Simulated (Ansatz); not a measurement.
**Structural relaxation of C(100)/AlN(10-10) interface (192 atoms)**

Wanted: the relaxed structure of C(100)/AlN(10-10) interface (192 atoms) and its electronic structure.

Program: Ansatz 0.2.0. Level of theory: Kohn-Sham DFT, PBE, PAW (set soft_2), plane waves. Results are calculated unless marked as measured.

## 1. The starting structure

The cell holds 192 atoms: 136 C, 28 Al and 28 N. Its edges and angles: a = 13.619 Å, b = 7.974 Å, c = 13.873 Å, α = 90.0°, β = 90.0°, γ = 86.1°. It derives from C and AlN. Diamond-structure C(100), 4 repeat layers, 17 surface cells, strained +0.26 and -0.02 %; wurtzite AlN(10-10), 2 layers, 7 cells, -0.26 and +0.02 %; outer planes 1.98 Å apart and 2.06 Å at the second interface of the periodic stack; not relaxed, displaced by a Gaussian of 0.02 Å. Regions: C, 136 atoms (136 C); AlN, 56 atoms (28 Al and 28 N).

What the set-up can't give: The host structure and its lattice constant were typed by rule, without a check against the phase diagram.

## 2. Single point at the start

The forces at the start show how far the geometry lies from a minimum of this functional.

File input.yaml:

```yaml
crystal:
  lattice:
    - [13.6186, 0.0, 0.0]
    - [0.54426, 7.95561, 0.0]
    - [0.0, 0.0, 13.87303]
  atoms:
    - { symbol: C, position: [0.00099, 0.00485, 0.99894] }
    - { symbol: C, position: [0.85226, 0.26934, 0.06798] }
    - { symbol: C, position: [0.94393, 0.20872, 0.13101] }
    - { symbol: C, position: [0.91287, 0.06292, 0.19224] }
    - { symbol: C, position: [0.82458, 0.11737, 0.25521] }
    - { symbol: C, position: [0.03048, 0.15288, 0.32147] }
    - { symbol: C, position: [0.94205, 0.20856, 0.38562] }
    - { symbol: C, position: [0.91338, 0.05661, 0.45063] }
    - { symbol: C, position: [0.41176, 0.06402, 0.00056] }
    - { symbol: C, position: [0.26488, 0.32457, 0.06269] }
    - { symbol: C, position: [0.35322, 0.26945, 0.13016] }
    - { symbol: C, position: [0.32468, 0.12052, 0.19321] }
    - { symbol: C, position: [0.23723, 0.18343, 0.25587] }
    - { symbol: C, position: [0.44176, 0.20215, 0.31977] }
    - { symbol: C, position: [0.35181, 0.27117, 0.38449] }
    - { symbol: C, position: [0.32294, 0.11932, 0.44771] }
    - { symbol: C, position: [0.23545, 0.17305, 0.99955] }
    - { symbol: C, position: [0.08582, 0.43986, 0.06471] }
    - { symbol: C, position: [0.17375, 0.38403, 0.12954] }
    - { symbol: C, position: [0.14989, 0.23783, 0.19288] }
    - { symbol: C, position: [0.05915, 0.29573, 0.2588] }
    - { symbol: C, position: [0.26442, 0.32393, 0.32095] }
    - { symbol: C, position: [0.17585, 0.3835, 0.38497] }
    - { symbol: C, position: [0.14621, 0.23484, 0.45024] }
    - { symbol: C, position: [0.05972, 0.29558, 0.99979] }
    - { symbol: C, position: [0.91158, 0.55783, 0.06321] }
    - { symbol: C, position: [0.99828, 0.49897, 0.12727] }
    - { symbol: C, position: [0.97165, 0.35392, 0.19157] }
    - { symbol: C, position: [0.88175, 0.41732, 0.25573] }
    - { symbol: C, position: [0.0885, 0.44138, 0.32278] }
    - { symbol: C, position: [0.99575, 0.50022, 0.38704] }
    - { symbol: C, position: [0.96993, 0.3571, 0.44787] }
    [... 154 atom lines left out ...]
    - { symbol: Al, position: [0.69287, 0.77611, 0.65738] }
    - { symbol: "N", position: [0.73029, 0.97111, 0.59245] }
    - { symbol: Al, position: [0.8367, 0.55978, 0.78518] }
    - { symbol: "N", position: [0.87558, 0.75501, 0.85004] }
    - { symbol: Al, position: [0.76734, 0.91987, 0.84905] }
    - { symbol: "N", position: [0.65827, 0.83253, 0.78577] }
kpoints:
  mp_grid: { grid: [1, 2, 1] }
hamiltonian:
  xc: pbe
scf:
  occupations: { method: gaussian, width: 0.05 }
output:
  forces: true
  stress: true
  populations: true
  dos:
    method: { smearing: { sigma: 0.08 } }
    de: 0.1
    projected:
      site_lists:
        Al: [Al]
        C: [C]
        "N": ["N"]
        AlN: [136, 137, 138, 139, 140, 141, 142, 143, 144, 145, 146, 147, 148, 149, 150, 151, 152, 153, 154, 155, 156, 157, 158, 159, 160, 161, 162, 163, 164, 165, 166, 167, 168, 169, 170, 171, 172, 173, 174, 175, 176, 177, 178, 179, 180, 181, 182, 183, 184, 185, 186, 187, 188, 189, 190, 191]
  eigenvalues: true
```

Run with:

```sh
> ansatz run input.yaml --threads 4 --pin off --max-ram 8192MiB --backend cpu --events-out ev --progress --plain --runs-dir out
```

Numbers of over 12 decimals in the logs are rounded to 6 here.

Log:

```text
Engine: ansatz 0.2.0, aarch64-unknown-linux-gnu
Pseudopotentials: kind: paw
Pseudopotential: C, paw, valence charge 4, recommended cutoff 420 eV (normal), C.paw.azcp
Pseudopotential: Al, paw, valence charge 3, recommended cutoff 420 eV (normal), Al.paw.azcp
Pseudopotential: N, paw, valence charge 5, recommended cutoff 420 eV (normal), N.paw.azcp
[... 5 lines on functional and potentials left out ...]
Crystal: 192 atoms, lattice volume = 1503.063 Å³
Basis set: ecut = 420 eV, 29409 PW (Γ), exchange–correlation on 192×108×192 points (8 copies of the dense FFT grid, shifted against one another)
Bands: 576, of which v1, the nominal top of the filled ones, is band 384 counted from 1 (383 counted from 0)
Symmetry: 1 space group operations
Space group: P1 (ITA 1), of the structure as read, at distance tolerance 1.1e-4 Å
k-points: 2
[... 7 lines on functional and potentials left out ...]
Initial density: superposition of atomic densities (neutral atoms: chi_scale 0, normalization atom), corrected by the library's trained network
Initial wavefunctions: pseudopotential atomic-orbital guess
Functional: x = pbe(κ = 0.804, μ = 0.219515), c = pbe(β = 0.066725)
SCF iter   1: F=—  HF=-59868.625877 eV  |F-HF|=—  |Δ(HF+E_count)|=         —  Δρ=1.43e-2  dr2=7.36e0  ethr=1.77e-3  ⟨swp⟩=6.0  Hψ=4719  notcnv=0  defer=314
preconditioner: auto → Kerker (q_TF=auto, 2.439 Å⁻¹)  [metal: Δε(μ)=0.019 eV  Ē_g=14.261 eV  σ=0.050 eV  W_gap=0.21  n_scr=364 (ndim 8)  ℏωp=26.5 eV  f_vac=0.000  D(μ)=25.07/eV (n_scr^D=136)]
SCF iter   2: F=—  HF=-59867.926524 eV  |F-HF|=—  |Δ(HF+E_count)|=   6.99e-1  Δρ=6.93e-3  dr2=2.83e0  ethr=9.58e-4  ⟨swp⟩=1.0  Hψ=1326  notcnv=0  defer=328
SCF iter   3: F=—  HF=-59867.500968 eV  |F-HF|=—  |Δ(HF+E_count)|=   4.26e-1  Δρ=1.93e-3  dr2=4.29e-1  ethr=3.68e-4  ⟨swp⟩=2.0  Hψ=1236  notcnv=0  defer=359
SCF iter   4: F=—  HF=-59867.424094 eV  |F-HF|=—  |Δ(HF+E_count)|=   7.69e-2  Δρ=9.90e-4  dr2=9.27e-2  ethr=5.58e-5  ⟨swp⟩=2.0  Hψ=1230  notcnv=0  defer=359
SCF iter   5: F=—  HF=-59867.415052 eV  |F-HF|=—  |Δ(HF+E_count)|=   9.04e-3  Δρ=4.87e-4  dr2=2.35e-2  ethr=1.21e-5  ⟨swp⟩=1.0  Hψ=1326  notcnv=0  defer=359
SCF iter   6: F=—  HF=-59867.413874 eV  |F-HF|=—  |Δ(HF+E_count)|=   1.18e-3  Δρ=3.13e-4  dr2=1.08e-2  ethr=3.06e-6  ⟨swp⟩=2.0  Hψ=801  notcnv=0  defer=359
SCF iter   7: F=—  HF=-59867.413214 eV  |F-HF|=—  |Δ(HF+E_count)|=   6.60e-4  Δρ=1.50e-4  dr2=3.51e-3  ethr=1.40e-6  ⟨swp⟩=2.0  Hψ=796  notcnv=0  defer=359
SCF iter   8: F=—  HF=-59867.412860 eV  |F-HF|=—  |Δ(HF+E_count)|=   3.55e-4  Δρ=7.16e-5  dr2=7.00e-4  ethr=4.57e-7  ⟨swp⟩=2.0  Hψ=922  notcnv=0  defer=359
SCF iter   9: F=—  HF=-59867.412764 eV  |F-HF|=—  |Δ(HF+E_count)|=   9.54e-5  Δρ=4.44e-5  dr2=1.15e-4  ethr=9.11e-8  ⟨swp⟩=2.0  Hψ=1209  notcnv=0  defer=359
SCF iter  10: F=—  HF=-59867.412773 eV  |F-HF|=—  |Δ(HF+E_count)|=   8.86e-6  Δρ=1.93e-5  dr2=2.75e-5  ethr=1.50e-8  ⟨swp⟩=2.0  Hψ=1112  notcnv=0  defer=359
SCF iter  11: F=—  HF=-59867.413841 eV  |F-HF|=—  |Δ(HF+E_count)|=   1.07e-3  Δρ=7.81e-6  dr2=3.18e-6  ethr=3.58e-9  ⟨swp⟩=2.0  Hψ=1490  notcnv=0  defer=359
SCF iter  12: F=—  HF=-59867.413840 eV  |F-HF|=—  |Δ(HF+E_count)|=   2.13e-7  Δρ=3.33e-6  dr2=1.16e-6  ethr=4.14e-10  ⟨swp⟩=3.0  Hψ=1573  notcnv=0  defer=359
SCF iter  13: F=—  HF=-59867.413840 eV  |F-HF|=—  |Δ(HF+E_count)|=   7.34e-8  Δρ=1.39e-6  dr2=1.95e-7  ethr=1.51e-10  ⟨swp⟩=1.5  Hψ=793  notcnv=0  defer=359
SCF iter  14: F=-59867.413840 eV  HF=-59867.413840 eV  |F-HF|=4.14e-8  |Δ(HF+E_count)|=   1.26e-8  Δρ=7.28e-7  dr2=4.65e-8  ethr=1.30e-11  ⟨swp⟩=16.5  Hψ=6747  notcnv=0
SCF 1 converged in 14 iterations: F = -59867.413840 eV  dr2 = 4.65e-8
  greatest PAW one-centre occupation: 0.801 electrons in one spin orbital (limit 2), on the N atom at site 149 (counted from 0), in its partial waves of l = 0
SCF converged after 14 iterations
Free energy (F): -59867.413840 eV
Harris-Foulkes:  -59867.413840 eV  (|F-HF|=4.14e-8)
Internal energy: -59867.382403 eV  (E = F + TS)
E sigma→0 (E₀):  -59867.398122 eV
Entropy (-TS):   -0.031437 eV (-0.164 meV/atom)
Fermi energy:    9.724477 eV
--- Per-component energies (eV) ---
  E_band       = 1299.076776
  E_kinetic    = 16586.880316
  E_local      = -46048.419957  (includes V_loc(G=0)·N_el)
  E_nonlocal   = 5191.897357
  E_hartree    = 19075.377071
  E_xc         = -9350.488096
  E_vxc        = -11079.082247  (∫ρ·V_xc dr)
  E_paw        = -30113.905713  (= ΣΔE_a)
  E_vpaw       = -1502.962517  (= ΣTr[D̂ρ^β])
  E_aug_tail   = 0.003725  (compensation charges beyond the density's cutoff)
  E_ewald      = -15208.727106
  E_smearing   = -0.031437  (= −TS)
  E_closure    = -0.000000  (closes the sum)
  Σ components = -59867.413840   (vs F -59867.413840, Δ=0.00e0)
--- Forces (eV/Å), atoms counted from 1 ---
  atom   1  C      0.31204021     0.29620539     0.39210914
  atom   2  C      0.70620184    -0.27420481    -2.93325775
  atom   3  C     -1.70550723    -0.09780289    -0.78289915
  atom   4  C      0.07986553    -1.07908896     0.09676548
  atom   5  C     -0.13022581     0.87382084     1.11215743
  atom   6  C     -0.02675041    -1.77623993    -0.04714212
  atom   7  C     -0.21976540    -0.50851024     2.56817370
  atom   8  C      0.32401361     0.75119886    -2.32377563
  atom   9  C     -0.77223264    -0.35656951     1.49636679
  atom  10  C     -0.94172552    -0.16976740    -2.16228687
  atom  11  C      0.09310957    -1.15970861    -0.92209526
  atom  12  C     -0.12117991     0.08580946    -1.03287616
  atom  13  C     -0.42454398    -2.18840497     0.65643525
  atom  14  C      0.59306941     1.74267780     0.85683479
[...]
atom 191  Al    -0.61930185    -0.96301711     2.10326434
  atom 192  N      0.17253305    -1.10496640     0.10023360
  max |Σ_I F_I| component: 3.24e-4 eV/Å
--- Stress (GPa, compression-positive) ---
       -4.717456       0.359346      -0.126251
        0.359368      -1.041058       0.178264
       -0.126246       0.178266      -9.772483
  P = ⅓ Tr σ = -5.1770 GPa (-51.770 kbar)
--- Band table (eV) ---
  k-point 0: bands = ["-11.7258", "-11.1085", "-11.0857", "-10.0640", [... 560 levels ...], "18.9114", "18.9218", "18.9453", "18.9993", "19.0134", "19.0357", "19.0623", "19.1083", "19.1203", "19.1433", "19.1917", "19.2068"]
  k-point 1: bands = ["-11.2963", "-11.2440", "-10.7355", "-10.7010", [... 560 levels ...], "18.8637", "18.9023", "18.9095", "18.9698", "18.9967", "19.0161", "19.0422", "19.0880", "19.1128", "19.1211", "19.1281", "19.1541"]
--- Löwdin populations: 192 sites ---
  site symbol       q [e]
     0      C      3.9392
     1      C      3.9705
     2      C      3.9551
[...]
191      N      6.0164
  spilling = 0.005783 (of n_electrons = 768.000000)
```

It took 1.9 min on 4 threads of Arm Neoverse V2, shared host; peak memory 5.3 GiB; 7.4 min of CPU time.

The program notes that it cut back its work space to fit the memory limit.

Read from the output:

```yaml
free_energy: -59867.4138 eV
free_energy_per_atom: -311.8094 eV/atom
scf_cycles: 14
pressure: -5.177 GPa
r_m_s_force_component: 1.118 eV/Å
longest_force: 4.941 eV/Å
fermi_energy: 9.724 eV
levels_partly_filled_by_over_2_per_cent: 3
spilling_of_the_projection: 0.005783
```

The r.m.s. force component of 1.1 eV/Å and the pressure of -5.2 GPa set the starting point.

Length of the force by element:

```tsv
element	coordination	atoms	mean length of the force (eV/Å)	spread	least	most
Al	all	28	1.75	0.409	0.973	2.41
C	all	136	1.89	0.823	0.376	4.94
N	all	28	1.25	0.548	0.378	2.33
```

(Continued in part 2 of 3.)

[Logs are printed without paths, hosts, clocks, repeated set-up lines and the standing remarks that a program may print on its own settings, such as how far it seeks lower states.]

[Hosts, paths, dates, database ids (printed as entryN), source tags and the programs' standing remarks are cut or masked in the printed files.]
